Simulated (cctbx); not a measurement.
# What is wrong with this refinement?

Cell a = 7.6580 Å, b = 7.6580 Å, c = 14.0840 Å, α = 90.00°, β = 90.00°, γ = 120.00°; space group P6_3cm (no. 185). The compound is YMnS3.

The data are simulated with cctbx, not measured: Mo Kα, λ = 0.71073 Å, to d = 0.7 Å, 50 % of the full sphere, strongest reflection 5000 counts, noise from counting, a 6 % proportional error and a noise floor of 15 counts (s.d.); no absorption.

An anisotropic refinement with weights 1/σ² prints:

```text
Rint 0.172, 805 unique reflections to 0.70 A
cycle     R1     wR2    GooF  max shift (A)
   1  0.1537  0.3368   3.001   0.00000
final R1 0.1537 wR2 0.3368 GooF 3.001  parameters 27  data/parameter 29.8
atom        x        y        z      Ueq    occ   su(xyz)  su(Uiso or U11)
Y1     0.00000  0.00000  0.77237   0.0101  1.000  0.00063  0.0035
Y2     0.66667  0.33333  0.73451   0.0114  1.000  0.00032  0.0020
Mn1    0.00000  0.66459  0.50731   0.0061  1.000  0.00289  0.0061
S1     0.00000  0.30431  0.16800   0.0141  1.000  0.00274  0.0087
S2     0.00000  0.35764  0.84286   0.0083  1.000  0.00252  0.0072
S3     0.00000  0.00000  0.97510   0.0062  1.000  0.00138  0.0044
difference map: max 35.17 min -9.73 rms 1.27
Q1    0.3333  0.6667  0.0192    4   35.52  2.55 A from Mn1
Q2    0.0000  0.0000  0.4839    2   27.35  0.12 A from S3
Q3    0.3333  0.6667  0.4543    4    9.97  2.65 A from Mn1
Q4    0.3333  0.6667  0.2366    4    9.77  0.03 A from Y2
Q5    0.0000  0.0000  0.1839    2    7.55  1.25 A from Y1
Q6    0.3333  0.6667  0.3427    4    6.25  1.52 A from Y2
```

**Question.** Can this result stand? If not, what is the likely fault?

Mend it. The fault: an atom left out, S at (2/3, 1/3, 0.5209). Against the right model at the same level, R1 goes from 0.0470 to 0.1537 and GooF from 0.89 to 3.00 and the top difference peak, 35.5 e/Å³, lies 2.55 Å from Mn1. Q1 is the missing atom. With scattering power missing, scale and phases suffer, so peaks may also grow on the heavy atoms.

The compound is YMnS3. The right model at the same level gives:

```text
Rint 0.172, 805 unique reflections to 0.70 A
cycle     R1     wR2    GooF  max shift (A)
   1  0.0560  0.1156   1.032   0.02328
   2  0.0470  0.1000   0.893   0.00016
final R1 0.0470 wR2 0.1000 GooF 0.893  parameters 30  data/parameter 26.8
atom        x        y        z      Ueq    occ   su(xyz)  su(Uiso or U11)
Y1     0.00000  0.00000  0.77239   0.0109  1.000  0.00019  0.0013
Y2     0.66667  0.33333  0.73459   0.0104  1.000  0.00010  0.0007
Mn1    0.00000  0.66447  0.50680   0.0061  1.000  0.00106  0.0020
S1     0.00000  0.30538  0.16695   0.0148  1.000  0.00093  0.0027
S2     0.00000  0.35822  0.84213   0.0090  1.000  0.00078  0.0024
S3     0.00000  0.00000  0.97675   0.0081  1.000  0.00058  0.0026
S4     0.66667  0.33333  0.52107   0.0143  1.000  0.00040  0.0015
Flack x: 0.01(4)
Hooft y: 0.002(46)  Bijvoet pairs: 381
difference map: max 2.49 min -2.54 rms 0.56
Q1    0.0000  0.4219  0.2656    6    2.50  1.65 A from S1
Q2    0.0000  0.1766  0.2387    6    2.43  1.41 A from S1
Q3    0.0000  0.1205  0.3418    6    2.27  1.34 A from Y1
Q4    0.0000  0.1570  0.1094    6    2.24  1.40 A from S1
Q5    0.0000  0.1144  0.0503    6    2.19  1.36 A from S3
Q6    0.0000  0.1214  0.4059    6    2.16  1.36 A from S3
```

This is a model crystal, built by substitution and not relaxed, with assumed displacement parameters.

[Middle refinement cycles are left out of these outputs.]

[Logs are printed without paths, hosts, clocks, repeated set-up lines and the standing remarks that a program may print on its own settings, such as how far it seeks lower states.]
